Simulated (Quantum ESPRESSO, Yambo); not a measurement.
# CdF2 (Fm-3m): G0W0 with Yambo, start to end, part 3 of 3

Wanted: ground state, empty states, screening and self-energy for CdF2 (Fm-3m).

Quantum ESPRESSO 7.5 and Yambo 5.3.0; PBE and many-body steps on it, plane waves. Known limits of the many-body steps: not at the basis limit; d shell near the gap, gap tends to lie low; no spin-orbit coupling.

So far. Step 3 (Bands along the symmetry lines): The gap is 3.124 eV, −0.019 eV from the run before at this level. Step 4 (Empty states on the mesh, 6×6×6 mesh, 180 bands): On this mesh the gap is 3.143 eV.

### 6. Screening and self-energy, 6×6×6 mesh, 180 bands, screening to 210.9 eV

Now the one-shot GW correction: screening in the RPA, then the self-energy of the levels asked for.

This step: G0W0 on PBE, plane waves, norm-conserving pseudopotentials.

Contents of gw1.in:

```
HF_and_locXC
gw0
dyson
ppa
em1d
rim_cut
RandQpts= 1000000
RandGvec= 1 RL
EXXRLvcs= 94 Ry
VXCRLvcs= 376 Ry
Chimod= "HARTREE"
% BndsRnXp
 1 | 180 |
%
NGsBlkXp= 15.5 Ry
% LongDrXp
 1 | 1 | 1 |
%
% GbndRnge
 1 | 180 |
%
DysSolver= "n"
ExtendOut
PPAPntXp= 27.21138 eV
% QPkrange
 16 | 16 | 16 | 19 |
 1 | 1 | 16 | 19 |
%
```

On the command line:

```
$ OMP_NUM_THREADS=1 mpirun -n 4 yambo -F gw1.in -J gw1 -C gw1 > gw1.log
```

Output:

```text
 Yambo, version 5.3.0

 [02] CORE Variables Setup
 =========================

  [... cell, symmetries and grids as in the set-up ...]

  [02.05] Energies & Occupations
  ==============================

  [X] === General ===
  [X] Electronic Temperature                        :  0.000000  0.000000 [eV K]
  [X] Bosonic    Temperature                        :  0.000000  0.000000 [eV K]
  [X] Finite Temperature mode                       : no
  [X] El. density                                   :  0.86947E+24 [cm-3]
  [X] Fermi Level                                   :  6.510408 [eV]

  [X] === Gaps and Widths ===
  [X] Conduction Band Min                           :  3.143472 [eV]
  [X] Valence Band Max                              :  0.000000 [eV]
  [X] Filled Bands                                  :  17
  [X] Empty Bands                                   :   18  180
  [X] Direct Gap                                    :  3.619366 [eV]
  [X] Direct Gap localized at k                     :  1
  [X] Indirect Gap                                  :  3.143472 [eV]
  [X] Indirect Gap between kpts                     :  16   1
  [X] Last valence band width                       :  0.475894 [eV]
  [X] 1st conduction band width                     :  4.960866 [eV]

 [03] Transferred momenta grid and indexing
 ==========================================

 IBZ Q-points                                      :  16
 BZ  Q-points                                      :  216

 K/Q-points units:
 rlu = crystal or reduced units; cc = cartesian coordinates; iku = interal k-units

 Q [ 1]         [rlu]:  0.000000  0.000000  0.000000
 Q [ 2]         [rlu]: -0.24198E-17 -0.24198E-17  0.16667
 Q [ 3]         [rlu]: -0.48396E-17 -0.48396E-17  0.33333
 Q [ 4]         [rlu]:  0.72092E-16  0.72092E-16 -0.50000
 Q [ 5]         [rlu]: -0.15637E-16  0.16667      0.16667
 Q [ 6]         [rlu]: -0.24198E-17  0.16667      0.33333
 Q [ 7]         [rlu]:  0.22916E-16  0.16667      0.50000
 Q [ 8]         [rlu]:  0.72092E-16  0.16667     -0.33333
 Q [ 9]         [rlu]:  0.48396E-17  0.16667     -0.16667
 Q [10]         [rlu]: -0.31274E-16  0.33333      0.33333
     [... 4 further rows ...]
 Q [15]         [rlu]:  0.166667  0.333333 -0.333333
 Q [16]         [rlu]:  0.166667 -0.500000 -0.333333

 [04] Coloumb potential Random Integration (RIM)
 ===============================================

  [04.01] RIM initialization
  ==========================

  * Diagonal components only detected *

  8 x (sBL volume)        :  0.034814 [a.u.]
  sBZ random points       :  1000000
  Points outside the sBZ  :   7968281
  RL volume               :  0.939984 [a.u.]
  Integrated volume       :  0.943725 [a.u.]

  [04.02] RIM integrals
  =====================

  Gamma point sphere radius             :  0.059229 [a.u.]
  Points outside the sphere             :   800476
  [Int_sBZ(q=0) 1/q^2]*(Vol_sBZ)^(-1/3) =:  7.776341
                                 should be <:  7.795600

  Summary of Coulomb integrals for non-metallic bands |Q|[au] RIM/Bare

  Q [1] 0.100000E-4 0.997530 * Q [2] 0.178141 1.068862
  Q [5] 0.205699 1.068679 * Q [9] 0.290902 1.029758
  Q [6] 0.341113 1.023370 * Q [3] 0.356281 1.020683
  Q [10] 0.411398 1.017590 * Q [8] 0.448311 1.014463
  Q [14] 0.459957 1.014347 * Q [7] 0.503858 1.012555
  Q [11] 0.534422 1.011815 * Q [4] 0.534422 1.011198
  Q [12] 0.581805 1.010226 * Q [15] 0.608466 1.009600
  Q [13] 0.617097 1.009452 * Q [16] 0.650477 1.008806

 [05] Dipoles
 ============

  [05.01] Setup: observables and procedures
  =========================================

 [06] Dynamic Dielectric Matrix (PPA)
 ====================================

 [WR./gw1//ndb.pp]---------------------------------------------------------------
  Brillouin Zone Q/K grids (IBZ/BZ)                :   16  216   16  216
  RL vectors                                       :   5029 [WF]
  Coulomb cutoff potential                         : none
  Electronic Temperature                           :  0.000000 [K]
  Bosonic    Temperature                           :  0.000000 [K]
  PPA    diel. fun.  energies                      : Perdew, Burke & Ernzerhof(X)+Perdew, Burke & Ernzerhof(C)
  wavefunctions                                    : Perdew, Burke & Ernzerhof(X)+Perdew, Burke & Ernzerhof(C)
  Global Gauge                                     : length
  X matrix size                                    :  307
  X band range                                     :    1  180
  X e/h energy range                               : -1.000000 -1.000000 [eV]
  X Time ordering                                  : R
  X Hxc Kernel                                     : HARTREE
  X Drude frequency                                :  0.000000  0.000000
  X poles                                          :  100.0000 [o/o]
  RL vectors in the sum                            :   5029
  [r,Vnl] included                                 : yes
  Field direction                                  :  0.577350E-5  0.577350E-5  0.577350E-5
  BZ energy Double Grid                            : no
  BZ energy DbGd points                            : 0
  BZ Q point size factor                           : -1.000000
  X Optical Averaged directions                    : none

 [07] Local Exchange-Correlation + Non-Local Fock
 ================================================

 [VXC] Plane waves :   32647
 [EXS] Plane waves :   4111

 QP @ state[ 1 ] K range:  1  1
 QP @ state[ 1 ] b range:  16  19
 QP @ state[ 2 ] K range:  16  16
 QP @ state[ 2 ] b range:  16  19

 [xc] Functional : Perdew, Burke & Ernzerhof(X)+Perdew, Burke & Ernzerhof(C)
 [xc] LIBXC used to calculate xc functional
  PP Number of Atomic Species                      :  2
  NLCC RL compoments                               :   32647
  PP Number of Atomic Species                      :  2
  NLCC RL compoments                               :   32647

 [xc] E_xc :  -24.65830 [Ha]
      E_xc :  -49.31659 [Ry]

  Local XC kind (lXC) : Perdew, Burke & Ernzerhof(X)+Perdew, Burke & Ernzerhof(C)
  Non-Local XC kind (nlXC) : Hartree-Fock

  Corrections @ K [1] :  [eV]
 <16|nlXC|16> = -32.38936  0.53575E-17 <16|lXC|16> = -24.99289  0.47221E-16
 <17|nlXC|17> = -32.38942 -0.44165E-17 <17|lXC|17> = -24.99289  0.37761E-15
 <18|nlXC|18> = -8.054514 -0.18889E-18 <18|lXC|18> = -12.40324  0.18879E-15
 <19|nlXC|19> = -4.694468 -0.13486E-18 <19|lXC|19> = -10.20280 -0.94408E-16

  Corrections @ K [16] :  [eV]
 <16|nlXC|16> = -30.66841  0.89841E-17 <16|lXC|16> = -23.17048 -0.14161E-15
 <17|nlXC|17> = -31.61566 -0.23537E-18 <17|lXC|17> = -24.36302 -0.23600E-16
 <18|nlXC|18> = -10.67214 -0.56925E-18 <18|lXC|18> = -16.65445  0.10031E-15
 <19|nlXC|19> = -7.089652  0.98787E-18 <19|lXC|19> = -12.43039 -0.47203E-16

  [07.01] Hartree-Fock occupations report
  =======================================

  [Hartree-Fock] === General ===
  [Hartree-Fock] Electronic Temperature             :  0.000000  0.000000 [eV K]
  [Hartree-Fock] Bosonic    Temperature             :  0.000000  0.000000 [eV K]
  [Hartree-Fock] Finite Temperature mode            : no
  [Hartree-Fock] El. density                        :  0.86947E+24 [cm-3]
  [Hartree-Fock] Fermi Level                        :  6.510408 [eV]

  [Hartree-Fock] === Gaps and Widths ===
  [Hartree-Fock] Conduction Band Min                :  4.101579 [eV]
  [Hartree-Fock] Valence Band Max                   : -0.069349 [eV]
  [Hartree-Fock] Filled Bands                       :  17
  [Hartree-Fock] Empty Bands                        :   18  180
  [Hartree-Fock] Direct Gap                         :  4.556806 [eV]
  [Hartree-Fock] Direct Gap localized at k          :  2
  [Hartree-Fock] Indirect Gap                       :  4.170928 [eV]
  [Hartree-Fock] Indirect Gap between kpts          :  13   2
  [Hartree-Fock] Last valence band width            :  7.803074 [eV]
  [Hartree-Fock] 1st conduction band width          :  9.985068 [eV]

 [08] Dyson equation: Newton solver
 ==================================

  [08.01] G0W0 (W PPA)
  ====================

  [  GW  ] Bands range     :    1  180
  [GW/PPA] G damping       :  0.100000 [eV]

  QP @ state[ 1 ] K range:  1  1
  QP @ state[ 1 ] b range:  16  19
  QP @ state[ 2 ] K range:  16  16
  QP @ state[ 2 ] b range:  16  19

   Sc/G bands                                       :    1  180
   Sc/G damping                                     :  0.100000 ev
   Sc bands terminator                              : no
   Sx RL components                                 :   4111

   QP @ state[ 1 ] K range                          :  1  1
   QP @ state[ 1 ] b range                          :  16  19
   QP @ state[ 2 ] K range                          :  16  16
   QP @ state[ 2 ] b range                          :  16  19
   GF energies kind                                 : Perdew, Burke & Ernzerhof(X)+Perdew, Burke & Ernzerhof(C)
   GF WF`s kind                                     : Perdew, Burke & Ernzerhof(X)+Perdew, Burke & Ernzerhof(C)
   Xs energies kind                                 : Perdew, Burke & Ernzerhof(X)+Perdew, Burke & Ernzerhof(C)
   Xs WF`s kind                                     : Perdew, Burke & Ernzerhof(X)+Perdew, Burke & Ernzerhof(C)

 [11] Game Over & Game summary
```

It took 20 min on 4 MPI ranks of Arm Neoverse V1, shared host; peak memory 2.4 GiB.

Numbers from this step:

| Quantity | Value |
| --- | --- |
| G0W0 gap on the points computed | 5.402 eV |
| starting gap on the mesh | 3.143 eV |
| k of the valence top | 0.1667, -0.5, -0.3333 |
| k of the conduction bottom | 0, 0, 0 |
| least direct G0W0 gap on the computed points | 6.143 eV |
| Z at the valence top | 0.7936 |
| Z at the conduction bottom | 0.8683 |

The gap on the mesh goes from 3.14 eV to 5.40 eV, a correction of +2.26 eV.

Limits: finite bands, cutoff and mesh; d shell near the gap, gap tends to lie low; no spin-orbit coupling. v1 is the top filled band, c1 the lowest empty one. The levels before and after the correction (eV, zero at the valence-band top of each column):

```tsv
	conduction bottom	valence top
Kohn-Sham	3.14	0.00
G0W0	5.40	0.00
```

```tsv
	level	energy (eV)
Kohn-Sham	Γ v2-v1	-0.476
Kohn-Sham	Γ c1	3.143
Kohn-Sham	Γ c2	12.760
Kohn-Sham	(0.167 -0.5 -0.333) v2	-0.559
Kohn-Sham	(0.167 -0.5 -0.333) v1	0.000
Kohn-Sham	(0.167 -0.5 -0.333) c1	8.104
Kohn-Sham	(0.167 -0.5 -0.333) c2	10.725
G0W0	Γ v2-v1	-0.741
G0W0	Γ c1	5.402
G0W0	Γ c2	15.237
G0W0	(0.167 -0.5 -0.333) v2	-0.572
G0W0	(0.167 -0.5 -0.333) v1	0.000
G0W0	(0.167 -0.5 -0.333) c1	11.340
G0W0	(0.167 -0.5 -0.333) c2	13.310
```

### 7. Where the time went

Times are wall times on the hardware named with each run, good to a factor of about two.

```tsv
step	time	share	memory (GiB)
ground state	7.6 s	1 %	0.27
bands along the symmetry lines	6.2 s	0 %	0.24
empty states on the mesh	33 s	3 %	0.45
conversion and set-up	2.8 s	0 %	0.25
screening and self-energy	20 min	96 %	2.4
```

### 8. Summary of results

| Item | Value |
| --- | --- |
| PBE gap | 3.12 eV, indirect |
| G0W0 gap on the mesh | 5.40 eV |
| GW settings | 6×6×6 mesh, 180 bands, screening to 210.9 eV, Godby-Needs plasmon pole |
| known limits | not at the basis limit; d shell near the gap, gap tends to lie low; no spin-orbit coupling |

G0W0 moves the gap on the mesh from 3.14 eV to 5.40 eV (+2.26 eV), with Z of 0.79 and 0.87 at the edges. Only 2 of the mesh's irreducible points were corrected, so a valley elsewhere could overtake. The dearest step here is «screening and self-energy». Bands and cutoff are finite, so the gap is not at the basis limit. The miss can reach some tenths of an eV and take either sign; the mesh is an error of its own. In the G0W0 run levels were corrected at 2 k points alone, so a gap called «on the mesh» is the least over those, and an edge elsewhere would be missed. A d shell, filled or nearly so, lies near the gap. One-shot GW converges very slowly in bands there, not always from below, and on a semilocal start the gap tends to come out low; starts rich in exact exchange can overshoot instead. The many-body steps are scalar-relativistic: spin-orbit coupling is not in them.

[Paths, hosts, dates, memory and timing lines, banners, echoed tables and standing remarks are left out of the program output.]

[Logs are printed without paths, hosts, clocks, repeated set-up lines and the standing remarks that a program may print on its own settings, such as how far it seeks lower states.]

[Runs of the session that timed out or met a known fault of the program may be left out.]

[Hosts, paths, dates, database ids (printed as entryN), source tags and the programs' standing remarks are cut or masked in the printed files.]
